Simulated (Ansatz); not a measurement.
**Al wire along [100], 13 atoms a period: bands along the axis**

Aim: is the Al wire along [100], 13 atoms a period a metal or a semiconductor?

Program: Ansatz 0.2.0. Level of theory: DFT PBE, plane waves, PAW; relaxation of a wire's period; PAW set soft_1, in the first sound run; inputs show where later runs differ. Results are calculated unless marked as measured.

### Step 1. The structure

The cell holds 13 atoms: 13 Al. Cell: a = 14.880 Å, b = 14.880 Å, c = 4.040 Å, α = 90.0°, β = 90.0°, γ = 90.0°. Vacuum lies along a and b. The structure's axis is c.

### Step 2. Relaxation of atoms and period

Band widths follow the bond lengths, so the wire is relaxed first. The atoms and the third cell vector are free; the box across stays fixed as vacuum. A Fermi-Dirac smearing is set since the result may be a metal. The pressure printed is a third of the stress's trace over the whole box, vacuum included; only the stress along the axis is relaxed.

input.yaml

```yaml
crystal:
  lattice:
    - [14.88, 0.0, 0.0]
    - [0.0, 14.88, 0.0]
    - [0.0, 0.0, 4.04]
  atoms:
    - { symbol: Al, position: [0.228494624, 0.5, 0.0] }
    - { symbol: Al, position: [0.364247312, 0.364247312, 0.0] }
    - { symbol: Al, position: [0.364247312, 0.635752688, 0.0] }
    - { symbol: Al, position: [0.5, 0.228494624, 0.0] }
    - { symbol: Al, position: [0.5, 0.5, 0.0] }
    - { symbol: Al, position: [0.5, 0.771505376, 0.0] }
    - { symbol: Al, position: [0.635752688, 0.364247312, 0.0] }
    - { symbol: Al, position: [0.635752688, 0.635752688, 0.0] }
    - { symbol: Al, position: [0.771505376, 0.5, 0.0] }
    - { symbol: Al, position: [0.364247312, 0.5, 0.5] }
    - { symbol: Al, position: [0.5, 0.364247312, 0.5] }
    - { symbol: Al, position: [0.5, 0.635752688, 0.5] }
    - { symbol: Al, position: [0.635752688, 0.5, 0.5] }
kpoints:
  mp_grid: { grid: [1, 1, 20] }
scf:
  occupations: { method: fermi_dirac, width: 0.05 }
hamiltonian:
  xc: pbe
  pseudopotentials: { kind: paw, azcp: { folder: soft_1 } }
relax:
  cell: { fix: [a, b, alpha, beta, gamma] }
  max_steps: 45
  f_tol: 0.03
```

Launch:

```sh
> ansatz run input.yaml --threads 4 --pin off --max-ram 16384MiB --backend cpu --events-out ev --progress --plain --runs-dir out
```

Numbers of over 12 decimals in the logs are rounded to 6 here.

Log:

```text
Engine: ansatz 0.2.0, aarch64-unknown-linux-gnu
Pseudopotentials: kind: paw
Pseudopotential: Al, paw, valence charge 3, recommended cutoff 420 eV (normal), soft_1/Al.paw.azcp
Functional definition: PBE
  parameter kappa = 0.804
  parameter beta = 0.066725
  exchange = pbe_x(kappa = kappa, mu = beta*pi^2/3)
  correlation = pbe_c(beta = beta)
Crystal: 13 atoms, lattice volume = 894.514 Å³
Basis set: ecut = 420 eV, 17481 PW (Γ), exchange–correlation on 200×200×60 points (8 copies of the dense FFT grid, shifted against one another)
Bands: 33, of which v1, the nominal top of the filled ones, is band 20 counted from 1 (19 counted from 0)
Symmetry: 16 space group operations
Space group: P4/mmm (ITA 123), of the structure as read, at distance tolerance 9.6e-5 Å
k-points: 11 of 20
Non-local potential: Al, projectors of the file, l = 0: 2, l = 1: 2, l = 2: 1
PAW form: soft (Blöchl's): semilocal exchange-correlation on the pseudo side does not see the compensation charge
PAW one-centre angular grid: Al, 110 points (default); XC on 64 Gauss nodes
Initial density: superposition of atomic densities (neutral atoms: chi_scale 0, normalization atom)
Initial wavefunctions: pseudopotential atomic-orbital guess
Functional: x = pbe(κ = 0.804, μ = 0.219515), c = pbe(β = 0.066725)
SCF iter   1: F=—  HF=-6982.875802 eV  |F-HF|=—  |Δ(HF+E_count)|=         —  Δρ=1.66e-2  dr2=2.32e1  ethr=3.10e-3  ⟨swp⟩=8.9  Hψ=2268  notcnv=0  defer=1
preconditioner: auto → LDOS  [metal: Δε(μ)=0.028 eV  Ē_g=5.630 eV  σ=0.050 eV  W_gap=0.14  n_scr=54 (ndim 8)  ℏωp=7.7 eV  f_vac=0.464  D(μ)=4.09/eV (n_scr^D=12)  β→1.0]
SCF iter   2: F=—  HF=-6982.842175 eV  |F-HF|=—  |Δ(HF+E_count)|=   3.36e-2  Δρ=1.73e-2  dr2=2.48e1  ethr=3.10e-3  ⟨swp⟩=5.9  Hψ=1356  notcnv=0  defer=30
SCF iter   3: F=—  HF=-6979.468778 eV  |F-HF|=—  |Δ(HF+E_count)|=    3.37e0  Δρ=2.56e-3  dr2=1.39e-1  ethr=3.10e-3  ⟨swp⟩=4.3  Hψ=972  notcnv=0  defer=37
SCF iter   4: F=—  HF=-6979.465678 eV  |F-HF|=—  |Δ(HF+E_count)|=   3.10e-3  Δρ=6.13e-4  dr2=1.23e-2  ethr=3.58e-4  ⟨swp⟩=3.2  Hψ=739  notcnv=0  defer=30
SCF iter   5: F=—  HF=-6979.466172 eV  |F-HF|=—  |Δ(HF+E_count)|=   4.94e-4  Δρ=2.39e-4  dr2=2.53e-3  ethr=3.15e-5  ⟨swp⟩=2.4  Hψ=513  notcnv=0  defer=30
SCF iter   6: F=—  HF=-6979.466083 eV  |F-HF|=—  |Δ(HF+E_count)|=   8.86e-5  Δρ=6.91e-5  dr2=7.25e-5  ethr=6.50e-6  ⟨swp⟩=2.8  Hψ=514  notcnv=0  defer=30
SCF iter   7: F=—  HF=-6979.466011 eV  |F-HF|=—  |Δ(HF+E_count)|=   7.18e-5  Δρ=2.17e-5  dr2=5.46e-6  ethr=1.86e-7  ⟨swp⟩=2.0  Hψ=556  notcnv=0  defer=30
SCF iter   8: F=—  HF=-6979.466018 eV  |F-HF|=—  |Δ(HF+E_count)|=   7.06e-6  Δρ=4.41e-6  dr2=3.09e-7  ethr=1.40e-8  ⟨swp⟩=2.1  Hψ=546  notcnv=0  defer=30
SCF iter   9: F=-6979.466019 eV  HF=-6979.466019 eV  |F-HF|=3.22e-9  |Δ(HF+E_count)|=   4.22e-7  Δρ=1.04e-6  dr2=1.69e-8  ethr=2.56e-10  ⟨swp⟩=5.4  Hψ=1297  notcnv=0
SCF 1 converged in 9 iterations: F = -6979.466019 eV  dr2 = 1.69e-8
  greatest PAW one-centre occupation: 0.527 electrons in one spin orbital (limit 2), on the Al atom at site 8 (counted from 0), in its partial waves of l = 0
relax step   1: F+E_penalty+E_count = -6979.46601888 eV  Δ(F+E_penalty+E_count) = +0.000e0 eV  max|allowed force component| = 7.496e-1 eV/Å  Δτ_max = 0.0000 Å  P = -1.016 GPa  Ω = 894.514 Å³  fix = [a, b, alpha, beta, gamma]  reactions: a -1.071, b -1.071 GPa  (9 SCF iters, dr2 threshold 1.00e-7 eV, accepted)
Crystal: 13 atoms, lattice volume = 883.978 Å³
Basis set: ecut = 420 eV, 17313 PW (Γ), exchange–correlation on 200×200×60 points (8 copies of the dense FFT grid, shifted against one another)
Initial density: handed on by an earlier stage of this run
Initial wavefunctions: those handed on with the density
iter 1 solved again at ethr=1.05e-3 eV; its pass at ethr=3.10e-3 eV (dr2=4.08e-1 eV) is discarded
SCF iter   1: F=—  HF=-6979.978184 eV  |F-HF|=—  |Δ(HF+E_count)|=         —  Δρ=2.75e-3  dr2=4.45e-1  ethr=1.05e-3  ⟨swp⟩=2.1  Hψ=2079  notcnv=0
preconditioner: auto → LDOS  [metal: Δε(μ)=0.033 eV  Ē_g=5.647 eV  σ=0.050 eV  W_gap=0.16  n_scr=46 (ndim 8)  ℏωp=7.8 eV  f_vac=0.522  D(μ)=5.63/eV (n_scr^D=20)  β→1.0]
SCF iter   2: F=—  HF=-6979.912949 eV  |F-HF|=—  |Δ(HF+E_count)|=   6.52e-2  Δρ=1.98e-3  dr2=1.31e-1  ethr=1.05e-3  ⟨swp⟩=3.9  Hψ=804  notcnv=0
SCF iter   3: F=—  HF=-6979.896570 eV  |F-HF|=—  |Δ(HF+E_count)|=   1.64e-2  Δρ=3.51e-4  dr2=7.28e-3  ethr=3.36e-4  ⟨swp⟩=3.5  Hψ=797  notcnv=0  defer=27
SCF iter   4: F=—  HF=-6979.895745 eV  |F-HF|=—  |Δ(HF+E_count)|=   8.25e-4  Δρ=7.93e-5  dr2=1.80e-4  ethr=1.87e-5  ⟨swp⟩=2.5  Hψ=538  notcnv=0  defer=28
SCF iter   5: F=—  HF=-6979.895637 eV  |F-HF|=—  |Δ(HF+E_count)|=   1.07e-4  Δρ=1.96e-5  dr2=1.83e-5  ethr=4.62e-7  ⟨swp⟩=2.3  Hψ=577  notcnv=0  defer=28
SCF iter   6: F=-6979.895638 eV  HF=-6979.895638 eV  |F-HF|=2.13e-7  |Δ(HF+E_count)|=   7.66e-7  Δρ=5.55e-6  dr2=6.50e-7  ethr=3.33e-9  ⟨swp⟩=4.2  Hψ=1517  notcnv=0
SCF 2 converged in 6 iterations: F = -6979.895638 eV  dr2 = 6.50e-7
  greatest PAW one-centre occupation: 0.520 electrons in one spin orbital (limit 2), on the Al atom at site 8 (counted from 0), in its partial waves of l = 0
relax step   2: F+E_penalty+E_count = -6979.89563844 eV  Δ(F+E_penalty+E_count) = -4.296e-1 eV  max|allowed force component| = 3.095e-1 eV/Å  Δτ_max = 0.1880 Å  P = -0.030 GPa  Ω = 883.978 Å³  energy of the carried Pulay correction = +5.358e-4 eV  fix = [a, b, alpha, beta, gamma]  reactions: a -0.204, b -0.204 GPa  (6 SCF iters, dr2 threshold 1.30e-6 eV, accepted)
Crystal: 13 atoms, lattice volume = 910.567 Å³
Basis set: ecut = 420 eV, 17793 PW (Γ), exchange–correlation on 200×200×60 points (8 copies of the dense FFT grid, shifted against one another)
iter 1 solved again at ethr=9.38e-4 eV; its pass at ethr=3.10e-3 eV (dr2=3.66e-1 eV) is discarded
SCF iter   1: F=—  HF=-6979.948214 eV  |F-HF|=—  |Δ(HF+E_count)|=         —  Δρ=1.89e-3  dr2=3.46e-1  ethr=9.38e-4  ⟨swp⟩=1.8  Hψ=2129  notcnv=0
preconditioner: auto → LDOS  [insulator: Δε(μ)=0.137 eV  Ē_g=5.498 eV  σ=0.050 eV  W_gap=0.56  n_scr=54 (ndim 8)  ℏωp=7.7 eV  f_vac=0.525  D(μ)=3.46/eV (n_scr^D=8)  ε∞_Penn≈3.0  β→1.0]
SCF iter   2: F=—  HF=-6979.939509 eV  |F-HF|=—  |Δ(HF+E_count)|=   8.70e-3  Δρ=1.65e-3  dr2=2.70e-1  ethr=8.86e-4  ⟨swp⟩=3.0  Hψ=717  notcnv=0
SCF iter   3: F=—  HF=-6979.904973 eV  |F-HF|=—  |Δ(HF+E_count)|=   3.45e-2  Δρ=1.57e-4  dr2=8.20e-4  ethr=6.92e-4  ⟨swp⟩=1.5  Hψ=461  notcnv=0  defer=31
SCF iter   4: F=—  HF=-6979.905469 eV  |F-HF|=—  |Δ(HF+E_count)|=   4.97e-4  Δρ=7.13e-5  dr2=3.85e-4  ethr=2.10e-6  ⟨swp⟩=3.0  Hψ=640  notcnv=0  defer=36
SCF iter   5: F=—  HF=-6979.905444 eV  |F-HF|=—  |Δ(HF+E_count)|=   2.56e-5  Δρ=2.99e-5  dr2=9.48e-5  ethr=9.87e-7  ⟨swp⟩=1.0  Hψ=327  notcnv=0  defer=36
SCF iter   6: F=-6979.905441 eV  HF=-6979.905440 eV  |F-HF|=1.05e-7  |Δ(HF+E_count)|=   3.04e-6  Δρ=4.46e-6  dr2=2.84e-7  ethr=3.33e-9  ⟨swp⟩=4.5  Hψ=1481  notcnv=0
SCF 3 converged in 6 iterations: F = -6979.905441 eV  dr2 = 2.84e-7
  greatest PAW one-centre occupation: 0.518 electrons in one spin orbital (limit 2), on the Al atom at site 5 (counted from 0), in its partial waves of l = 0
relax step   3: F+E_penalty+E_count = -6979.90544059 eV  Δ(F+E_penalty+E_count) = -9.802e-3 eV  max|allowed force component| = 1.737e-1 eV/Å  Δτ_max = 0.0902 Å  P = -0.320 GPa  Ω = 910.567 Å³  energy of the carried Pulay correction = -8.043e-4 eV  fix = [a, b, alpha, beta, gamma]  reactions: a -0.292, b -0.292 GPa  (6 SCF iters, dr2 threshold 1.30e-6 eV, accepted)
[...]
relax step   4: F+E_penalty+E_count = -6979.96643710 eV  Δ(F+E_penalty+E_count) = -6.100e-2 eV  max|allowed force component| = 1.298e-2 eV/Å  Δτ_max = 0.0751 Å  P = -0.015 GPa  Ω = 897.571 Å³  energy of the carried Pulay correction = -1.543e-4 eV  fix = [a, b, alpha, beta, gamma]  reactions: a -0.092, b -0.092 GPa  (6 SCF iters, dr2 threshold 1.30e-6 eV, accepted)
[...]
relax step   5: F+E_penalty+E_count = -6979.97129526 eV  Δ(F+E_penalty+E_count) = -4.858e-3 eV  max|allowed force component| = 3.034e-2 eV/Å  Δτ_max = 0.0150 Å  P = -0.007 GPa  Ω = 903.230 Å³  energy of the carried Pulay correction = -4.385e-4 eV  fix = [a, b, alpha, beta, gamma]  reactions: a -0.054, b -0.054 GPa  (6 SCF iters, dr2 threshold 4.94e-8 eV, accepted)
[...]
relax step   6: F+E_penalty+E_count = -6979.96981998 eV  Δ(F+E_penalty+E_count) = +1.475e-3 eV  max|allowed force component| = 1.835e-2 eV/Å  Δτ_max = 0.0132 Å  P = -0.088 GPa  Ω = 910.982 Å³  energy of the carried Pulay correction = -8.249e-4 eV  fix = [a, b, alpha, beta, gamma]  (6 SCF iters, dr2 threshold 5.75e-8 eV, rejected (line search))
[...]
relax step   7: F+E_penalty+E_count = -6979.97261599 eV  Δ(F+E_penalty+E_count) = -1.321e-3 eV  max|allowed force component| = 2.463e-3 eV/Å  Δτ_max = 0.0087 Å  P = -0.045 GPa  Ω = 906.073 Å³  energy of the carried Pulay correction = -5.806e-4 eV  fix = [a, b, alpha, beta, gamma]  reactions: a -0.071, b -0.071 GPa  (8 SCF iters, accepted)
Initial wavefunctions: pseudopotential atomic-orbital guess (no wavefunctions were taken with the density)
iter 1 solved again at ethr=3.67e-7 eV; its pass at ethr=3.10e-3 eV (dr2=1.43e-4 eV) is discarded
SCF iter   1: F=—  HF=-6979.973418 eV  |F-HF|=—  |Δ(HF+E_count)|=         —  Δρ=5.95e-6  dr2=4.24e-8  ethr=3.67e-7  ⟨swp⟩=4.3  Hψ=3587  notcnv=0
eigensolver tolerance schedule: the retry pair's looser diagonalisation over-reported the residual by 3370.78 of it (diagonalisation noise at 0.66 of the residual, at the tolerance the schedule requests for it); recorded, not acted on — ethr = c·dr2/N_el stays at c = 1.0e-1
preconditioner: auto → LDOS  [metal: Δε(μ)=0.097 eV  Ē_g=5.594 eV  σ=0.050 eV  W_gap=0.40  n_scr=54 (ndim 8)  ℏωp=7.7 eV  f_vac=0.529  D(μ)=5.18/eV (n_scr^D=20)  β→1.0]
SCF iter   2: F=—  HF=-6979.973337 eV  |F-HF|=—  |Δ(HF+E_count)|=   8.13e-5  Δρ=1.19e-6  dr2=2.08e-8  ethr=1.09e-10  ⟨swp⟩=3.7  Hψ=899  notcnv=0
SCF iter   3: F=—  HF=-6979.973337 eV  |F-HF|=—  |Δ(HF+E_count)|=   1.92e-8  Δρ=4.23e-7  dr2=2.45e-9  ethr=5.34e-11  ⟨swp⟩=2.8  Hψ=584  notcnv=0
SCF iter   4: F=—  HF=-6979.973337 eV  |F-HF|=—  |Δ(HF+E_count)|=   2.04e-8  Δρ=1.38e-7  dr2=1.04e-9  ethr=6.29e-12  ⟨swp⟩=2.6  Hψ=588  notcnv=0
SCF iter   5: F=-6979.973337 eV  HF=-6979.973337 eV  |F-HF|=9.91e-11  |Δ(HF+E_count)|=  3.57e-10  Δρ=4.80e-8  dr2=9.01e-11  ethr=1.00e-12  ⟨swp⟩=3.9  Hψ=1324  notcnv=0
SCF 8 converged in 5 iterations: F = -6979.973337 eV  dr2 = 9.01e-11
  greatest PAW one-centre occupation: 0.520 electrons in one spin orbital (limit 2), on the Al atom at site 5 (counted from 0), in its partial waves of l = 0
relax step   8: F+E_penalty+E_count = -6979.97333716 eV  Δ(F+E_penalty+E_count) = -7.212e-4 eV  max|allowed force component| = 2.491e-3 eV/Å  Δτ_max = 0.0000 Å  P = -0.044 GPa  Ω = 906.073 Å³  fix = [a, b, alpha, beta, gamma]  reactions: a -0.070, b -0.070 GPa  stress off target by 8.71e-3 GPa on what of the cell is left free  SCF on the basis re-selected at this cell (its energy is not comparable with the rows above)  (5 SCF iters)
basis re-selected at this cell: Δ(F+E_penalty+E_count) = -7.212e-4 eV, ΔP = +0.002 GPa vs the last step (what re-selecting the basis moved, of the pressure what is left beyond the Pulay correction that the steps carried, after the strain that the cell walked since its last selection, with what the two solves' SCF thresholds leave and, on support functions, any second-order correction that the steps lacked; it is no m [...]
SCF converged after 5 iterations
Free energy (F): -6979.973337 eV
Harris-Foulkes:  -6979.973337 eV  (|F-HF|=9.91e-11)
Internal energy: -6979.933193 eV  (E = F + TS)
E sigma→0 (E₀):  -6979.953265 eV
Entropy (-TS):   -0.040145 eV (-3.088 meV/atom)
Fermi energy:    -1.261386 eV
--- Per-component energies (eV) ---
  E_band       = -192.455933
  E_kinetic    = 267.240689
  E_local      = -3562.383165  (includes V_loc(G=0)·N_el)
  E_nonlocal   = 136.056385
  E_hartree    = 1684.269728
  E_xc         = -472.999225
  E_vxc        = -355.917039  (∫ρ·V_xc dr)
  E_paw        = -6102.604806  (= ΣΔE_a)
  E_vpaw       = -45.992744  (= ΣTr[D̂ρ^β])
  E_aug_tail   = -0.000025  (compensation charges beyond the density's cutoff)
  E_ewald      = 1070.487226
  E_smearing   = -0.040145  (= −TS)
  E_closure    = -0.000000  (closes the sum)
  Σ components = -6979.973337   (vs F -6979.973337, Δ=0.00e0)
--- Forces (eV/Å), atoms counted from 1 ---
  atom   1  Al    -0.00007775     0.00000000    -0.00000000
  atom   2  Al     0.00225017     0.00225017     0.00000000
  atom   3  Al     0.00225017    -0.00225017     0.00000000
  atom   4  Al     0.00000000    -0.00007775     0.00000000
  atom   5  Al     0.00000000     0.00000000     0.00000000
  atom   6  Al    -0.00000000     0.00007775    -0.00000000
  atom   7  Al    -0.00225017     0.00225017    -0.00000000
  atom   8  Al    -0.00225017    -0.00225017    -0.00000000
  atom   9  Al     0.00007775    -0.00000000     0.00000000
  atom  10  Al     0.00249076     0.00000000     0.00000000
  atom  11  Al     0.00000000     0.00249076    -0.00000000
  atom  12  Al    -0.00000000    -0.00249076     0.00000000
  atom  13  Al    -0.00249076    -0.00000000    -0.00000000
  max |Σ_I F_I| component: 8.67e-19 eV/Å
--- Stress (GPa, compression-positive) ---
       -0.069890      -0.000000      -0.000000
       -0.000000      -0.069890       0.000000
       -0.000000       0.000000       0.008710
  P = ⅓ Tr σ = -0.0437 GPa (-0.437 kbar)
--- Relaxed structure (7 steps of the walk, 6 accepted, 1 SCFs on fresh bases) ---
  F+E_penalty+E_count = -6979.97333716 eV   max|allowed force component| = 2.491e-3 eV/Å   (the final SCF, on the basis selected at the relaxed cell)
  cell:  # Å, volume = 906.0735 Å³
    - [14.88, 0, 0]
    - [0, 14.88, 0]
    - [0, 0, 4.092207]
  atoms:
    - { symbol: Al, position: [0.245660, 0.5, 0] }
    - { symbol: Al, position: [0.367273, 0.367273, 0] }
    - { symbol: Al, position: [0.367273, 0.632727, 0] }
    - { symbol: Al, position: [0.5, 0.245660, 0] }
    - { symbol: Al, position: [0.5, 0.5, 0] }
    - { symbol: Al, position: [0.5, 0.754340, 0] }
    - { symbol: Al, position: [0.632727, 0.367273, 0] }
    - { symbol: Al, position: [0.632727, 0.632727, 0] }
    - { symbol: Al, position: [0.754340, 0.5, 0] }
    - { symbol: Al, position: [0.365022, 0.5, 0.5] }
    - { symbol: Al, position: [0.5, 0.365022, 0.5] }
    - { symbol: Al, position: [0.5, 0.634978, 0.5] }
    - { symbol: Al, position: [0.634978, 0.5, 0.5] }
```

Run time: 48 s. Hardware: 4 threads of Arm Neoverse V1, shared host; peak memory 1.3 GiB.

(Part 1 of 2 ends here.)

[Logs are printed without paths, hosts, clocks, repeated set-up lines and the standing remarks that a program may print on its own settings, such as how far it seeks lower states.]

[Hosts, paths, dates, database ids (printed as entryN), source tags and the programs' standing remarks are cut or masked in the printed files.]
